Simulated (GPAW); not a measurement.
# SiC (Moissanite): optical spectrum from first principles

Aim: the dielectric function of SiC (Moissanite), and the optical constants that follow from it.

Main program and level: GPAW 26.7.0; DFT, PBE, plane-wave PAW (GPAW data sets), scalar-relativistic, RPA, optical limit.

## 1. Starting point

It takes space group P6_3mc (No. 186, hexagonal). The conventional cell has a = 3.076 Å, b = 3.076 Å, c = 5.048 Å, α = 90.00°, β = 90.00°, γ = 120.00°. Nearest to Si lie 4 C at 1.87 to 1.94 Å. Nearest to C lie 4 Si at 1.87 to 1.94 Å. Farther neighbours are not listed.

## 2. Ground state

First the ground state: is it a metal or has it a gap?

This step: DFT, PBE, plane-wave PAW (GPAW data sets), scalar-relativistic, ground state (GPAW 26.7.0).

The input, gs.py:

```python
from ase import Atoms
from ase.dft.bandgap import bandgap
from gpaw import GPAW, PW, FermiDirac

atoms = Atoms(['Si', 'Si', 'C', 'C'],
              cell=[[3.076000000000, 0.000000000000, 0.000000000000],
                    [-1.538000000000, 2.663894142000, 0.000000000000],
                    [0.000000000000, 0.000000000000, 5.048000000000]],
              scaled_positions=[[0.666666666700, 0.333333333300, 0.500000000000],
                                [0.333333333300, 0.666666666700, 0.000000000000],
                                [0.666666666700, 0.333333333300, 0.885000000000],
                                [0.333333333300, 0.666666666700, 0.385000000000]],
              pbc=[True, True, True])
atoms.calc = GPAW(mode=PW(500), xc='PBE', kpts={'size': (12, 12, 5), 'gamma': True},
                  occupations=FermiDirac(0.05), maxiter=150, txt='gs.txt')
print('energy (eV)', atoms.get_potential_energy())
print('Fermi level (eV)', atoms.calc.get_fermi_level())
print('valence electrons', atoms.calc.get_number_of_electrons())
print('gap (eV)', bandgap(atoms.calc, output=None)[0])
print('direct gap (eV)', bandgap(atoms.calc, direct=True, output=None)[0])
atoms.calc.write('gs.gpw')
```

Command:

```console
$ OMP_NUM_THREADS=1 python gs.py
```

Numbers of over 12 decimals in the logs are rounded to 6 here.

What it wrote:

```text
__  _  _
 | _ |_)|_||  |
 |__||  | ||/\| - 26.7.0

Versions:
  Python: 3.12.14
  ASE:    3.29.0
  Numpy:  2.5.5
  Scipy:  1.18.1
  Libxc:  7.0.0

Input parameters:
  mode=PW(ecut=500.0),
  kpts=MonkhorstPack(size=(12, 12, 5), gamma=True),
  maxiter=150,
  occupations=Occupations(name='fermi-dirac', width=0.05, fixmagmom=False),
  xc=XC(name='PBE')

Diagonalizing LCAO Hamiltonian
Converting LCAO to pw mode

           C

           Si
        C

        Si

Atoms  # Å, Bohr magnetons
|   | symbol |         x |        y |        z |    initial magnetic moments |
| 0 |     Si |  1.538000 | 0.887965 | 2.524000 | ( 0.0000,  0.0000,  0.0000) |
| 1 |     Si | -0.000000 | 1.775929 | 0.000000 | ( 0.0000,  0.0000,  0.0000) |
| 2 |      C |  1.538000 | 0.887965 | 4.467480 | ( 0.0000,  0.0000,  0.0000) |
| 3 |      C | -0.000000 | 1.775929 | 1.943480 | ( 0.0000,  0.0000,  0.0000) |

Unit cell  # Å
| periodic |         x |        y |        z |  lengths |     angles |
|      yes |  3.076000 | 0.000000 | 0.000000 | 3.076000 |  90.000000 |
|      yes | -1.538000 | 2.663894 | 0.000000 | 3.076000 |  90.000000 |
|      yes |  0.000000 | 0.000000 | 5.048000 | 5.048000 | 120.000000 |

Number of symmetries: 6
Symmetry operations  # r_c * U_cc + t_c -> r_c
|   | kind |            matrix            |
| 0 |  σ   |  1, 1, 0,  0,-1, 0,  0, 0, 1 |
| 1 |  E   |  1, 0, 0,  0, 1, 0,  0, 0, 1 |
| 2 |  C3  |  0, 1, 0, -1,-1, 0,  0, 0, 1 |
| 3 |  σ   |  0,-1, 0, -1, 0, 0,  0, 0, 1 |
| 4 |  σ   | -1, 0, 0,  1, 1, 0,  0, 0, 1 |
| 5 |  C3  | -1,-1, 0,  1, 0, 0,  0, 0, 1 |

BZ-sampling:
  Number of BZ points: 720
  Number of IBZ points: 81

  Monkhorst-Pack size: [12, 12, 5]
  Monkhorst-Pack shift: [0.041667, 0.041667, 0.0]

K-points  # in reciprocal-cell coordinates
|     |                                coordinates |     weight |
|   0 | ( -0.00000000,  -0.00000000,   0.00000000) | 0.00138889 |
|   1 | ( -0.00000000,  -0.00000000,   0.20000000) | 0.00277778 |
|   2 | ( -0.00000000,  -0.00000000,   0.40000000) | 0.00277778 |
|   3 | (  0.08333333,  -0.00000000,  -0.40000000) | 0.00833333 |
|   4 | (  0.08333333,  -0.00000000,  -0.20000000) | 0.00833333 |
|   5 | (  0.08333333,  -0.00000000,   0.00000000) | 0.00833333 |
|   6 | (  0.08333333,  -0.00000000,   0.20000000) | 0.00833333 |
|   7 | (  0.08333333,  -0.00000000,   0.40000000) | 0.00833333 |
|   8 | (  0.16666667,  -0.08333333,   0.00000000) | 0.00833333 |
|   9 | (  0.16666667,  -0.08333333,   0.20000000) | 0.01666667 |
| ... |                                            |            |
|  80 | (  0.50000000,   0.50000000,   0.40000000) | 0.00833333 |

Plane wave coefficients: 1099
Cutoff: 500.0 eV

Spin-components: 1 (collinear spins)
Bands:           14
Projectors:      20
Spin-degeneracy: 2
Datatype:        complex128

Parallelization:
  kpt:    1
  domain: 1
  band:   1

Density:
  Valence electrons: 16.0
  Components: 1
  Grid points: [16 16 27]
  Charge: 0.0  # |e|

Potential:
  Grid points: [16 16 27]

species:
  Si:
    name:    Silicon
    id:
    Z:       14.0
    valence: 4
    core:    10
    charge:  0.0  # [|e|]
    compensation charges:
      type: gauss
      rc: 0.33  # [Å]
      lmax: 2
    cutoffs:
      filter: 1.86  # [Å]
      core: 2.06  # [Å]
    projectors
    | kind |    occ | energy [eV] | rcut [Å] |
    |   3s |  2.000 |     -10.812 |    1.058 |
    |   3p |  2.000 |      -4.081 |    1.058 |
    |    s |        |      16.399 |    1.058 |
    |    p |        |      23.130 |    1.058 |
    |    d |        |       0.000 |    1.058 |

    Using partial waves for Si as LCAO basis

  C:
    name:    Carbon
    id:
    Z:       6.0
    valence: 4
    core:    2
    charge:  0.0  # [|e|]
    compensation charges:
      type: gauss
      rc: 0.20  # [Å]
      lmax: 2
    cutoffs:
      filter: 1.14  # [Å]
      core: 1.14  # [Å]
    projectors
    | kind |    occ | energy [eV] | rcut [Å] |
    |   2s |  2.000 |     -13.751 |    0.635 |
    |   2p |  2.000 |      -5.284 |    0.635 |
    |    s |        |      13.461 |    0.635 |
    |    p |        |      21.927 |    0.635 |
    |    d |        |       0.000 |    0.635 |

    Using partial waves for C as LCAO basis

Reference energy: -17827.944731  # eV

eigensolver:
  PPCG
  Converge bands: occupied
  niter=2

density mixing:
  MSR1-Mixer
  Pratt-step length: 0.05
  Maximum mixing coefficient: 0.75
  Old densities: 10
  SVD Regularization: 0.005
  Good broyden scale: 1.0
  Trust region scale: 1.0
  Backstep threshold: 4.0
  History deletion threshold: 6.0
  Fourier metric: weight=20.0, sigma=0.015

occupation numbers:
  Fermi-Dirac:
    width: 0.0500  # eV

poisson solver:
  ecut: 4000.0  # eV

xc functional:
  name: PBE with 2 nearest neighbor stencil

convergence criteria:
- Maximum [total energy] change in last 3 cyles: 0.0005 eV / valence electron
- Maximum integral of absolute [dens]ity change: 0.0001 electrons / valence electron
- Maximum integral of absolute [eigenst]ate change: 4e-08 eV^2 / valence electron
maximum number of iterations: 150

SCF iterations
|iter     |      energy | eigst |  dens |
|iter:   1||  -33.139704 | -0.14 |       |
|iter:   2||  -32.389752 | -2.08 | -0.56 |
|iter:   3||  -29.863662 | -0.69 | -0.61 |
|iter:   4||  -29.875748 | -2.74 | -1.32 |
|iter:   5||  -29.882222 | -3.39 | -1.68 |
|iter:   6||  -29.882355c| -5.21 | -2.67 |
|iter:   7||  -29.882363c| -6.54 | -3.28 |
|iter:   8||  -29.882363c| -8.01c| -4.13c|

Converged in 8 steps
SCF loop duration: 24.201 s (3.025 s/step)
Energy contributions relative to reference atoms: (reference = -17827.944731)

Energy contributions:
  Kinetic:          32.575194
  Coulomb:         -27.257489
  Zero:             -0.049367
  External:          0.000000
  Xc:              -35.150702
  Entropy:          -0.000000
  Spinorbit:         0.000000
  ----------------------------
  Free energy:     -29.882363
  Extrapolated:    -29.882363

dipole moment: (0.000011, -0.000010, -8.909883)  # |e|*Ang

Fermi level: 9.894
Eigenvalues  # (at kpt = [-0.000, -0.000, 0.000])
| band index |      eig [eV] | occ [0-2] |
|          0 |        -7.183 |     2.000 |
|          1 |        -3.678 |     2.000 |
|          2 |        -0.152 |     2.000 |
|          3 |         6.991 |     2.000 |
|          4 |         6.992 |     2.000 |
|          5 |         8.276 |     2.000 |
|          6 |         8.276 |     2.000 |
|          7 |         8.552 |     2.000 |
|          8 |        13.177 |     0.000 |
|          9 |        14.597 |     0.000 |
|         10 |        15.047 |     0.000 |
|         11 |        15.047 |     0.000 |
|         12 |        16.104 |     0.000 |
|         13 |        17.246 |     0.000 |

Gap: 2.315 eV
Transition (v -> c):
  (s=0, k=0, n=7, [-0.00, -0.00, 0.00]) -> (s=0, k=39, n=8, [0.33, 0.33, 0.00])
Direct/indirect transitions are different
Direct gap: 4.070 eV
Transition at: (s=0, k=78, n=7, [0.50, 0.50, 0.00])

--- standard output ---
energy (eV) -29.882363
Fermi level (eV) 9.894104
valence electrons 16.0
gap (eV) 2.315466
direct gap (eV) 4.069880
```

It took 29 s on 1 thread of Arm Neoverse N1, shared host; peak memory 0.16 GiB.

This step gave:

* energy: -29.88 eV
* Fermi energy: 9.894 eV
* gap on the k-mesh: 2.315 eV
* direct gap on the mesh: 4.070 eV
* electrons: 16

There is a gap, 2.32 eV on this mesh (points off the mesh can give less), so no carriers' term is needed.

## 3. Bands for the response

At the fixed density, many empty bands are solved on the mesh of the response, since the spectrum sums over them.

This step: DFT, PBE, plane-wave PAW (GPAW data sets), scalar-relativistic, bands at fixed density (GPAW 26.7.0).

The input, nscf.py:

```python
from ase.dft.bandgap import bandgap
from gpaw import GPAW, FermiDirac

calc = GPAW('gs.gpw').fixed_density(kpts={'size': (15, 15, 8), 'gamma': True}, nbands=50, convergence={'bands': 44},
                                    occupations=FermiDirac(0.001), txt='nscf.txt')
print('gap (eV)', bandgap(calc, output=None)[0])
print('direct gap (eV)', bandgap(calc, direct=True, output=None)[0])
print('top band over the Fermi level (eV)', min(calc.get_eigenvalues(kpt=k)[43] for k in range(len(calc.get_ibz_k_points()))) - calc.get_fermi_level())
calc.write('full.gpw', mode='all')
```

Command:

```console
$ OMP_NUM_THREADS=1 python nscf.py
```

What it wrote:

```text
Diagonalizing LCAO Hamiltonian
Converting LCAO to pw mode
convergence criteria:
- Maximum integral of absolute [eigenst]ate change: 4e-08 eV^2 / valence electron
maximum number of iterations: 150

SCF iterations
|iter     |      energy | eigst |  dens |
|iter:   1||             | +3.78 |       |
|iter:   2||             | +2.58 |       |
|iter:   3||             | +1.55 |       |
|iter:   4||             | +0.30 |       |
|iter:   5||             | -0.85 |       |
|iter:   6||             | -1.98 |       |
|iter:   7||             | -2.89 |       |
|iter:   8||             | -3.95 |       |
|iter:   9||             | -4.85 |       |
|iter:  10||             | -5.96 |       |
|iter:  11||             | -6.77 |       |
|iter:  12||             | -7.31 |       |
|iter:  13||             | -7.85c|       |
SCF steps: 13
  __  _  _
 | _ |_)|_||  |
 |__||  | ||/\| - 26.7.0

Versions:
  Python: 3.12.14
  ASE:    3.29.0
  Numpy:  2.5.5
  Scipy:  1.18.1
  Libxc:  7.0.0

Input parameters:
  mode=PW(ecut=500.0),
  convergence={'bands': 44},
  gpts=array([16, 16, 27]),
  kpts=MonkhorstPack(size=(15, 15, 8), gamma=True),
  maxiter=150,
  nbands=50,
  occupations=Occupations(name='fermi-dirac', width=0.001, fixmagmom=False),
  parallel={},
  xc=XC(name='PBE')

--- standard output ---
gap (eV) 2.315466
direct gap (eV) 4.082890
top band over the Fermi level (eV) 38.129006
```

The job ended after 5.2 min (1 thread; peak memory 0.35 GiB).

This step gave:

```
direct gap on the mesh : 4.083 eV
```

## 4. Dielectric function, RPA

Transitions between filled and empty bands, summed over the zone, give the optical response, so mesh, band count and broadening shape it.

The induced potential is part of this response.

This step: DFT, PBE, plane-wave PAW (GPAW data sets), scalar-relativistic, RPA, optical limit (GPAW 26.7.0).

The input, df.py:

```python
from gpaw.response.df import DielectricFunction

df = DielectricFunction('full.gpw', frequencies={'type': 'nonlinear', 'domega0': 0.03, 'omega2': 8},
                        ecut=60,
                        eta=0.2,
                        nbands=44,
                        txt='df.txt')
for direction in ['x', 'z']:
    df.get_dielectric_function(xc='RPA', direction=direction, filename=f'df_{direction}.csv')
```

Command:

```console
$ OMP_NUM_THREADS=1 python df.py
```

What it wrote:

```text
Using integrator: PointIntegrator
NonLinearFrequencyDescriptor(from 0.000 to 59.990 eV, 488 points)
Nonperiodic BCs:  [False False False]
Using integrator: PointIntegrator
NonLinearFrequencyDescriptor(from 0.000 to 59.990 eV, 488 points)
Nonperiodic BCs:  [False False False]

Calculating chi0 body with:
    Ground state adapter containing:
    Number of spins: 1
    Number of kpoints: 1800
    Number of irreducible kpoints: 192
    Number of completely occupied states: 8
    Number of partially occupied states: 8

    Linear response parametrization:
    q_c: [0.0, 0.0, 0.0]
    Number of frequency points: 488
    Planewave cutoff: 60.0
    Number of bands: 44
    Number of planewaves: 37
    Broadening (eta): 0.2

Integrating chi0 body.

Symmetries of q_c:
    Direct symmetries (Uq -> q): 6
    Indirect symmetries (TUq -> q): 6
In total 12 allowed symmetries.

192 groups of equivalent kpoints. 89.333333% reduction.

Integral kind: spectral function

Calculating chi0 optical extensions with:
    Ground state adapter containing:
    Number of spins: 1
    Number of kpoints: 1800
    Number of irreducible kpoints: 192
    Number of completely occupied states: 8
    Number of partially occupied states: 8

    Linear response parametrization:
    Number of frequency points: 488
    Planewave cutoff: 60.0
    Number of bands: 44
    Number of planewaves: 37
    Broadening (eta): 0.2
Integrating chi0 head and wings.

Symmetries of q_c:
    Direct symmetries (Uq -> q): 6
    Indirect symmetries (TUq -> q): 6
In total 12 allowed symmetries.

192 groups of equivalent kpoints. 89.333333% reduction.

Integral kind: spectral function wings
```

Elapsed: 31 s, on 1 thread; peak memory 0.24 GiB.

This step gave:

```
electronic dielectric constant ε∞, mean over x, y and z (by symmetry where fewer were run) : 6.804
main peak of Im epsilon, first axis                                                        : 6.930 eV
centre of weight of the strongest loss peak in the window                                  : 22.15 eV
```

Values under the direct gap are tails of Lorentzian lines. Im ε against photon energy; read off at these points:

```csv
photon energy (eV),E ∥ x,E ∥ z
0.0,0,0
1.0,0.0424,0.0539
2.0,0.0975,0.127
3.0,0.191,0.266
4.0,0.425,0.710
5.0,2.24,6.79
6.0,11.2,12.7
6.4,14.3,16.1
7.0,17.0,12.8
8.0,10.7,10.9
9.0,9.11,8.02
10.0,6.23,5.10
11.0,3.73,3.62
12.0,2.94,2.78
13.0,2.29,2.26
14.0,1.73,1.75
15.0,1.33,1.03
16.0,0.995,0.916
17.0,0.709,0.683
18.0,0.548,0.581
19.0,0.459,0.415
20.0,0.306,0.387
21.0,0.254,0.321
22.0,0.228,0.283
23.0,0.258,0.262
24.0,0.263,0.201
25.0,0.222,0.162
26.0,0.180,0.143
27.0,0.143,0.120
28.0,0.144,0.106
29.0,0.125,0.109
30.0,0.131,0.123
31.0,0.114,0.128
32.0,0.118,0.142
33.0,0.106,0.125
34.0,0.109,0.118
35.0,0.106,0.126
36.0,0.105,0.111
```

Re ε against photon energy:

```csv
photon energy (eV),E ∥ x,E ∥ z
0,6.61,7.19
1,6.72,7.32
2,7.06,7.75
3,7.75,8.68
4,9.16,10.8
5,12.5,14.0
6,14.4,10.3
7,2.52,2.30
8,0.440,-1.80
9,-2.14,-3.07
10,-3.40,-2.95
11,-2.73,-2.39
12,-2.22,-2.37
13,-2.19,-2.08
14,-1.75,-1.82
15,-1.50,-1.41
16,-1.16,-1.13
17,-0.957,-0.769
18,-0.679,-0.648
19,-0.481,-0.403
20,-0.298,-0.238
21,-0.125,-0.127
22,0.0460,-0.00879
23,0.139,0.0568
24,0.193,0.123
25,0.225,0.210
26,0.279,0.290
27,0.351,0.357
28,0.408,0.425
29,0.451,0.489
30,0.497,0.529
31,0.528,0.556
32,0.563,0.567
33,0.591,0.596
34,0.614,0.609
35,0.636,0.629
36,0.654,0.636
```

The loss function −Im 1/ε at q → 0 has structure finer than the step of the table below, so its rows give means over 2 eV, whole bins alone (the curve runs from 0 to 36 eV). Peaks (eV: height): E ∥ x 21.9: 4.44; E ∥ z 23.3: 3.79.

Values under the direct gap are tails of Lorentzian lines. The loss function −Im 1/ε at q → 0 by energy loss; means over each step:

```csv
energy loss (eV),E ∥ x,E ∥ z
2,0.00199,0.00217
4,0.00601,0.00862
6,0.0344,0.0473
8,0.0932,0.0905
10,0.129,0.145
12,0.208,0.215
14,0.288,0.280
16,0.416,0.467
18,0.755,0.849
20,1.81,1.90
22,3.76,3.30
24,2.57,3.31
26,1.62,1.39
28,0.769,0.579
30,0.482,0.419
32,0.349,0.383
34,0.282,0.317
```

Refractive index n and extinction k against photon energy:

```csv
photon energy (eV),"n, E ∥ x","k, E ∥ x","n, E ∥ z","k, E ∥ z"
0,2.57,0,2.68,0
2,2.66,0.0184,2.78,0.0229
4,3.03,0.0702,3.29,0.108
6,4.05,1.39,3.64,1.74
8,2.36,2.27,2.15,2.53
10,1.36,2.29,1.21,2.10
12,0.855,1.72,0.801,1.74
14,0.598,1.45,0.593,1.47
16,0.429,1.16,0.402,1.14
18,0.311,0.881,0.333,0.871
20,0.254,0.602,0.329,0.589
22,0.373,0.305,0.370,0.382
24,0.510,0.258,0.424,0.238
26,0.553,0.163,0.554,0.129
28,0.649,0.111,0.657,0.0809
30,0.711,0.0921,0.732,0.0843
32,0.754,0.0782,0.758,0.0937
34,0.786,0.0694,0.784,0.0755
36,0.812,0.0647,0.801,0.0695
```

Values under the direct gap are tails of Lorentzian lines. Table of Im ε, E ∥ x by photon energy; read off at these points:

```csv
photon energy (eV),without local fields,with local fields
0,0,0
1,0.0466,0.0424
2,0.107,0.0975
3,0.211,0.191
4,0.469,0.425
5,2.44,2.24
6,13.0,11.2
7,18.5,17.0
8,12.0,10.7
9,9.76,9.11
10,6.31,6.23
11,3.82,3.73
12,2.89,2.94
13,2.06,2.29
14,1.51,1.73
15,1.12,1.33
16,0.845,0.995
17,0.604,0.709
18,0.480,0.548
19,0.392,0.459
20,0.261,0.306
21,0.229,0.254
22,0.212,0.228
23,0.237,0.258
24,0.254,0.263
25,0.220,0.222
26,0.177,0.180
27,0.149,0.143
28,0.156,0.144
29,0.151,0.125
30,0.144,0.131
31,0.115,0.114
32,0.120,0.118
33,0.113,0.106
34,0.105,0.109
35,0.0939,0.106
36,0.0898,0.105
```

At chosen wavelengths:

```csv
wavelength (nm),n x,k x,R (%) x,1/α x,n z,k z,R (%) z,1/α z
1550,2.58,0.006,19.5,19 µm,2.70,0.008,21.1,16 µm
800,2.62,0.013,20.0,4.8 µm,2.74,0.016,21.7,3.9 µm
633,2.65,0.018,20.5,2.8 µm,2.78,0.022,22.2,2.3 µm
450,2.74,0.030,21.7,1.2 µm,2.90,0.038,23.7,939 nm
405,2.79,0.036,22.4,902 nm,2.96,0.047,24.5,683 nm
248,3.55,0.315,31.7,63 nm,3.84,0.883,36.5,22 nm
193,3.69,1.937,42.7,7.9 nm,3.49,2.310,45.2,6.6 nm
```

Below the direct gap, k and the depth come from the tails of the Lorentzian lines, not from transitions.

Rows near the edge hang on the gap, which this functional as a rule makes too small, and phonon-assisted absorption is left out.

At 1064 nm the birefringence n(z) − n(x) is +0.115: the crystal is uniaxial positive at this level.

## 5. Results

- electronic dielectric constant ε∞, mean over x, y and z (by symmetry where fewer were run) (RPA): 6.80
- main peak of Im epsilon, first axis: 6.93 eV
- centre of weight of the strongest loss peak in the window, first axis: 22.2 eV

At this level (PBE, RPA) SiC has a mean ε∞ = 6.80 and n = 2.58 at 1550 nm (E ∥ x), and Im ε peaks at 6.9 eV (E ∥ x). On the mesh the gap is 2.32 eV and the least direct gap 4.08 eV, so on this mesh the band edges lie at different points. Local fields change the static value along x from 7.03 to 6.61 (-6 %). The static values by axis are 6.61 (x), 7.19 (z). At 1064 nm the birefringence n(z) − n(x) is +0.115: the crystal is uniaxial positive at this level. Excitons and phonon-assisted transitions are missing; PBE gaps are as a rule too small, which pulls the onset down and ε∞ up. The sum runs over mesh points, so small or evenly spaced maxima can still be ripples of the mesh.

[Machine, clock and banner lines and Python warnings are left out of the logs.]

[Logs are printed without paths, hosts, clocks, repeated set-up lines and the standing remarks that a program may print on its own settings, such as how far it seeks lower states.]

[Hosts, paths, dates, database ids (printed as entryN), source tags and the programs' standing remarks are cut or masked in the printed files.]
